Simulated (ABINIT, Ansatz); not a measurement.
**Re (Rhenium): from the cell to the phonon bands**

Aim: the phonon dispersion of Re (Rhenium), checked by a second program.

Method: DFT PBE, scalar-relativistic, plane waves, PseudoDojo norm-conserving pseudopotentials, in ABINIT 10.8.3.

**1. The structure**

It takes space group P6_3/mmc (No. 194, hexagonal). Conventional cell: a = 2.761 Å, b = 2.761 Å, c = 4.458 Å, α = 90.00°, β = 90.00°, γ = 120.00°. Re has 12 Re at 2.74 to 2.76 Å nearest.

Coordinates:

```cif
data_structure
_symmetry_space_group_name_H-M 'P6_3/mmc'
_symmetry_Int_Tables_number 194
_cell_length_a 2.7608
_cell_length_b 2.7608
_cell_length_c 4.4582
_cell_angle_alpha 90.000
_cell_angle_beta 90.000
_cell_angle_gamma 120.000
_cell_volume 29.43
loop_
_atom_site_label
_atom_site_type_symbol
_atom_site_symmetry_multiplicity
_atom_site_Wyckoff_symbol
_atom_site_fract_x
_atom_site_fract_y
_atom_site_fract_z
_atom_site_occupancy
Re1 Re 2 c 0.33333 0.66667 0.25000 1
```

**2. A probe with smearing**

A first run with smearing and empty bands tells whether the crystal has a gap, which decides between fixed occupations and smearing later on.

The input, probe.abi:

```
# ground state
tolvrs 1.0d-08
prtden 1
prtwf 1

# basis, mesh and filling
ecut 30.0
ngkpt 9 9 4
nshiftk 1
shiftk 0.0 0.0 0.0
istwfk *1
occopt 7
tsmear 0.005
nband 23
nstep 100
diemac 9.0
prtebands 0
prtgsr 0

# cell and atoms
acell 3*1.0 Angstrom
rprim 
    2.7608 0.0 0.0
    -1.3804 2.390922935 0.0
    0.0 0.0 4.4582
ntypat 1
znucl 75
natom 2
typat 1 1
xred 
    1/3 2/3 0.25
    2/3 1/3 0.75
pp_dirpath "./pseudo"
pseudos "Re.upf"
```

Launch:

```bash
> OMP_NUM_THREADS=1 mpirun -n 16 abinit probe.abi > probe.log
```

Numbers of over 12 decimals in the logs are rounded to 6 here.

probe.abo, the main output file:

```text
[banners, grids, parts of the stress and lines that vanish by symmetry left out]
- input  file    -> probe.abi
- output file    -> probe.abo
- root for input  files -> probei
[...]
Symmetries : space group P6_3/m m c (#194); Bravais hP (primitive hexag.)
[...]
mpw =        1576          nfft =       32805          nkpt =          36
[...]
== DATASET  1 ==================================================================
[...]
-    --> not optimal distribution: autoparal keyword recommended in input file <--
[...]
cutoff_energies: {ecut:  30.0, pawecutdg:  -1.0, }
[...]
ETOT  1  -173.50122035486    -1.735E+02 1.174E-01 3.598E+01
 ETOT  2  -173.58494162829    -8.372E-02 2.252E-02 7.967E+00
 ETOT  3  -173.58758051148    -2.639E-03 4.556E-03 3.185E-03
 ETOT  4  -173.58758405998    -3.549E-06 2.652E-03 5.911E-05
 ETOT  5  -173.58758407876    -1.877E-08 3.073E-04 2.367E-06
 ETOT  6  -173.58758407969    -9.303E-10 6.278E-04 1.457E-08
 ETOT  7  -173.58758407969    -5.087E-12 2.090E-04 5.002E-11
 At SCF step    7       vres2   =  5.00E-11 < tolvrs=  1.00E-08 =>converged.
[...]
sigma(1 1)= -1.81076725E-04  sigma(3 2)=  0.00000000E+00
  sigma(2 2)= -1.81076733E-04  sigma(3 1)=  0.00000000E+00
  sigma(3 3)= -1.91676891E-04  sigma(2 1)=  0.00000000E+00
[...]
convergence: {deltae: -5.087E-12, res2:  5.002E-11, residm:  2.090E-04, diffor: null, }
etotal    :  -1.73587584E+02
[...]
sigma(1 1)= -1.81076725E-04  sigma(3 2)=  0.00000000E+00
  sigma(2 2)= -1.81076733E-04  sigma(3 1)=  0.00000000E+00
  sigma(3 3)= -1.91676891E-04  sigma(2 1)=  0.00000000E+00
[...]
- sigma(1 1)= -5.32746118E+00  sigma(3 2)=  0.00000000E+00
- sigma(2 2)= -5.32746141E+00  sigma(3 1)=  0.00000000E+00
- sigma(3 3)= -5.63932884E+00  sigma(2 1)=  0.00000000E+00
[...]
fcart     -2.0644544888E-28  3.5757400642E-28 -0.0000000000E+00
           strten     -1.8107672497E-04 -1.8107673294E-04 -1.9167689145E-04
================================================================================

[key lines of the parts left out:]
pressure_GPa:   5.4314E+00
```

Elapsed: 4.3 s, on 16 MPI ranks of Arm Neoverse V2, shared host.

Numbers from this step:

| Quantity | Value |
| --- | --- |
| volume per atom | 14.71 Å³ |
| pressure | 5.431 GPa |
| gap on the k-mesh | 0 eV |

No gap opens on this mesh, so smearing is kept; the printed pressure holds the stress of the finite basis too.

**3. Relaxation**

The harmonic expansion needs vanishing forces, and a free crystal bears no stress, so cell and atoms are brought to rest. Stress is more sensitive to the basis than forces are: the last 3 Ha under the cutoff are smoothed with ecutsm, and the cutoff is raised above that of the later runs.

The input, relax.abi:

```
# relaxation
ionmov 2
optcell 2
dilatmx 1.08
ntime 40
tolmxf 1.0d-05
tolvrs 1.0d-14
prtwf 0
prtden 0
chksymtnons 0

# basis, mesh and filling
ecut 38.0
ecutsm 3.0
ngkpt 12 12 6
nshiftk 1
shiftk 0.0 0.0 0.0
istwfk *1
occopt 7
tsmear 0.01
nband 23
nstep 100
diemac 1000000.0
prtebands 0
prtgsr 0

# cell and atoms
acell 3*1.0 Angstrom
rprim 
    2.7608 0.0 0.0
    -1.3804 2.390922935 0.0
    0.0 0.0 4.4582
ntypat 1
znucl 75
natom 2
typat 1 1
xred 
    1/3 2/3 0.25
    2/3 1/3 0.75
pp_dirpath "./pseudo"
pseudos "Re.upf"
```

Launch:

```bash
> OMP_NUM_THREADS=1 mpirun -n 16 abinit relax.abi > relax.log
```

relax.abo, the main output file:

```text
[banners, grids, parts of the stress and lines that vanish by symmetry left out]
- input  file    -> relax.abi
- output file    -> relax.abo
- root for input  files -> relaxi
[...]
Symmetries : space group P6_3/m m c (#194); Bravais hP (primitive hexag.)
[...]
mpw =        2826          nfft =       55296          nkpt =          76
[...]
== DATASET  1 ==================================================================
[...]
cutoff_energies: {ecut:  38.0, pawecutdg:  -1.0, }
[...]
ETOT  1  -173.49620037626    -1.735E+02 2.426E-01 5.990E+01
 ETOT  2  -173.58675694814    -9.056E-02 1.265E-01 9.717E+00
 ETOT  3  -173.58868904242    -1.932E-03 1.061E-02 2.443E-03
 ETOT  4  -173.58869087175    -1.829E-06 5.829E-03 7.518E-05
 ETOT  5  -173.58869088408    -1.232E-08 1.267E-03 1.729E-07
[...]
At SCF step    9       vres2   =  5.85E-16 < tolvrs=  1.00E-14 =>converged.
[...]
sigma(1 1)= -1.97470287E-04  sigma(3 2)=  0.00000000E+00
  sigma(2 2)= -1.97470295E-04  sigma(3 1)=  0.00000000E+00
  sigma(3 3)= -2.30870450E-04  sigma(2 1)=  0.00000000E+00
[...]
convergence: {deltae:  8.242E-13, res2:  5.848E-16, residm:  7.835E-04, diffor: null, }
etotal    :  -1.73588691E+02
[...]
ETOT  1  -173.58649601122    -1.736E+02 6.559E-04 1.316E+01
[...]
At SCF step    9       vres2   =  6.09E-17 < tolvrs=  1.00E-14 =>converged.
[...]
sigma(1 1)=  3.56741318E-05  sigma(3 2)=  0.00000000E+00
  sigma(2 2)=  3.56741241E-05  sigma(3 1)=  0.00000000E+00
  sigma(3 3)=  2.16521136E-05  sigma(2 1)=  0.00000000E+00
[...]
convergence: {deltae:  9.379E-13, res2:  6.093E-17, residm:  8.497E-05, diffor: null, }
etotal    :  -1.73589020E+02
[...]
ETOT  1  -173.58898460894    -1.736E+02 3.369E-02 2.236E-01
[...]
At SCF step    8       vres2   =  5.07E-16 < tolvrs=  1.00E-14 =>converged.
[...]
sigma(1 1)=  4.00942172E-06  sigma(3 2)=  0.00000000E+00
  sigma(2 2)=  4.00941397E-06  sigma(3 1)=  0.00000000E+00
  sigma(3 3)= -5.00679689E-06  sigma(2 1)=  0.00000000E+00
[...]
convergence: {deltae: -5.116E-13, res2:  5.070E-16, residm:  4.815E-05, diffor: null, }
etotal    :  -1.73589028E+02
[...]
ETOT  1  -173.58902751584    -1.736E+02 3.997E-05 3.795E-03
[...]
At SCF step    7       vres2   =  6.31E-15 < tolvrs=  1.00E-14 =>converged.
[...]
sigma(1 1)=  1.05509306E-06  sigma(3 2)=  0.00000000E+00
  sigma(2 2)=  1.05508531E-06  sigma(3 1)=  0.00000000E+00
  sigma(3 3)= -3.56484980E-06  sigma(2 1)=  0.00000000E+00
[...]
convergence: {deltae: -7.105E-13, res2:  6.313E-15, residm:  8.895E-06, diffor: null, }
etotal    :  -1.73589028E+02
[...]
ETOT  1  -173.58902768552    -1.736E+02 6.264E-06 3.449E-03
[...]
At SCF step    7       vres2   =  4.90E-16 < tolvrs=  1.00E-14 =>converged.
[...]
sigma(1 1)= -2.05792084E-07  sigma(3 2)=  0.00000000E+00
  sigma(2 2)= -2.05799835E-07  sigma(3 1)=  0.00000000E+00
  sigma(3 3)= -3.49252172E-07  sigma(2 1)=  0.00000000E+00
[...]
convergence: {deltae:  4.832E-13, res2:  4.902E-16, residm:  1.065E-05, diffor: null, }
etotal    :  -1.73589028E+02
[...]
ETOT  1  -173.58902843198    -1.736E+02 8.902E-06 1.626E-05
[...]
ETOT  5  -173.58902843517     7.674E-13 1.887E-06 3.034E-12
 ETOT  6  -173.58902843517    -1.222E-12 5.224E-06 7.441E-15
 At SCF step    6       vres2   =  7.44E-15 < tolvrs=  1.00E-14 =>converged.
[...]
sigma(1 1)= -2.89719943E-08  sigma(3 2)=  0.00000000E+00
  sigma(2 2)= -2.89797454E-08  sigma(3 1)=  0.00000000E+00
  sigma(3 3)= -2.64219523E-08  sigma(2 1)=  0.00000000E+00
[...]
convergence: {deltae: -1.222E-12, res2:  7.441E-15, residm:  5.224E-06, diffor: null, }
etotal    :  -1.73589028E+02
[...]
At Broyd/MD step   6, gradients are converged :
[...]
sigma(1 1)= -2.89719943E-08  sigma(3 2)=  0.00000000E+00
  sigma(2 2)= -2.89797454E-08  sigma(3 1)=  0.00000000E+00
  sigma(3 3)= -2.64219523E-08  sigma(2 1)=  0.00000000E+00
[...]
- sigma(1 1)= -8.52385501E-04  sigma(3 2)=  0.00000000E+00
- sigma(2 2)= -8.52613546E-04  sigma(3 1)=  0.00000000E+00
- sigma(3 3)= -7.77360675E-04  sigma(2 1)=  0.00000000E+00
[...]
fcart      6.1640875010E-28  3.5588375776E-28 -0.0000000000E+00
           strten     -2.8971994304E-08 -2.8979745416E-08 -2.6421952286E-08
================================================================================

[key lines of the parts left out:]
pressure_GPa:   8.2745E-04
Total energy (etotal) [Ha]= -1.73589028435167E+02
```

It took 42 s on 16 MPI ranks.

Step by step:

| step | energy less that of the first step (eV) | largest force (eV/Å) | volume (Å³) |
| --- | --- | --- | --- |
| 1 | 0.0000 | 0.0000 | 29.43 |
| 2 | -0.0089 | 0.0000 | 29.98 |
| 3 | -0.0092 | 0.0000 | 29.91 |
| 4 | -0.0092 | 0.0000 | 29.91 |
| 5 | -0.0092 | 0.0000 | 29.91 |
| 6 | -0.0092 | 0.0000 | 29.91 |

| conventional cell, symmetrised | before | after | change |
| --- | --- | --- | --- |
| a (Å) | 2.761 | 2.774 | +0.5 % |
| b (Å) | 2.761 | 2.774 | +0.5 % |
| c (Å) | 4.458 | 4.488 | +0.7 % |
| volume (Å³/atom) | 14.71 | 14.95 | +1.6 % |

The relaxed structure:

```xyz
2
Lattice="2.7739 0.0000 0.0000 -1.3870 2.4023 0.0000 0.0000 0.0000 4.4882" Properties=species:S:1:pos:R:3 pbc="T T T"
Re    0.0000    1.6015    1.1221
Re    1.3870    0.8008    3.3662
```

Read from the output:

```
volume per atom : 14.95 Å³
pressure        : 8.27e-4 GPa
```

The volume changes by +1.6 % in this run and stands +1.6 % from the first cell.

**4. Ground state**

The response is built on these wavefunctions, so the potential is converged far more tightly than an energy would need. Smearing stays on, as the first look found no gap above 0.3 eV.

The input, gs.abi:

```
# ground state
tolvrs 1.0d-16
prtden 1
prtwf 1

# basis, mesh and filling
ecut 30.0
ngkpt 12 12 6
nshiftk 1
shiftk 0.0 0.0 0.0
istwfk *1
occopt 7
tsmear 0.01
nband 23
nstep 100
diemac 1000000.0
prtebands 0
prtgsr 0

# cell and atoms
acell 3*1.0 Angstrom
rprim 
    2.773912257 0.0 0.0
    -1.386956128 2.402278482 0.0
    0.0 0.0 4.488238249
ntypat 1
znucl 75
natom 2
typat 1 1
xred 
    1/3 2/3 0.25
    2/3 1/3 0.75
pp_dirpath "./pseudo"
pseudos "Re.upf"
```

Launch:

```bash
> OMP_NUM_THREADS=1 mpirun -n 16 abinit gs.abi > gs.log
```

gs.abo, the main output file:

```text
[banners, grids, parts of the stress and lines that vanish by symmetry left out]
- input  file    -> gs.abi
- output file    -> gs.abo
- root for input  files -> gsi
[...]
Symmetries : space group P6_3/m m c (#194); Bravais hP (primitive hexag.)
[...]
mpw =        1605          nfft =       32805          nkpt =          76
[...]
== DATASET  1 ==================================================================
[...]
cutoff_energies: {ecut:  30.0, pawecutdg:  -1.0, }
[...]
ETOT  1  -173.50628710731    -1.735E+02 1.575E-01 3.748E+01
 ETOT  2  -173.58661506332    -8.033E-02 3.619E-02 6.595E+00
 ETOT  3  -173.58885128747    -2.236E-03 2.563E-03 1.587E-03
 ETOT  4  -173.58885262724    -1.340E-06 3.153E-03 4.908E-05
 ETOT  5  -173.58885264078    -1.354E-08 7.425E-04 1.354E-07
[...]
ETOT  9  -173.58885264082    -1.990E-13 2.018E-04 1.173E-15
 ETOT 10  -173.58885264082    -4.832E-13 2.340E-04 2.394E-18
 At SCF step   10       vres2   =  2.39E-18 < tolvrs=  1.00E-16 =>converged.
[...]
sigma(1 1)=  1.13587569E-05  sigma(3 2)=  0.00000000E+00
  sigma(2 2)=  1.13587712E-05  sigma(3 1)=  0.00000000E+00
  sigma(3 3)=  1.14051441E-05  sigma(2 1)= -8.31817428E-12
[...]
convergence: {deltae: -4.832E-13, res2:  2.394E-18, residm:  2.340E-04, diffor: null, }
etotal    :  -1.73588853E+02
[...]
sigma(1 1)=  1.13587569E-05  sigma(3 2)=  0.00000000E+00
  sigma(2 2)=  1.13587712E-05  sigma(3 1)=  0.00000000E+00
  sigma(3 3)=  1.14051441E-05  sigma(2 1)= -8.31817428E-12
[...]
- sigma(1 1)=  3.34186164E-01  sigma(3 2)=  0.00000000E+00
- sigma(2 2)=  3.34186586E-01  sigma(3 1)=  0.00000000E+00
- sigma(3 3)=  3.35550926E-01  sigma(2 1)= -2.44729137E-07
[...]
fcart     -1.4382870824E-27 -3.2029538178E-27 -0.0000000000E+00
           strten      1.1358756852E-05  1.1358771194E-05  1.1405144149E-05
================================================================================

[key lines of the parts left out:]
pressure_GPa:  -3.3464E-01
```

Run time: 7.7 s. Hardware: 16 MPI ranks.

This step gave:

```yaml
pressure: -0.3346 GPa
```

The cell stands at -0.33 GPa: the relaxation ran with a smoothed and higher cutoff, and the difference is a stress of the finite basis.

(Part 1 of 4 ends here.)

[Host names and launcher messages were left out of these logs when they were recorded.]

[Logs are printed without paths, hosts, clocks, repeated set-up lines and the standing remarks that a program may print on its own settings, such as how far it seeks lower states.]

[Hosts, paths, dates, database ids (printed as entryN), source tags and the programs' standing remarks are cut or masked in the printed files.]
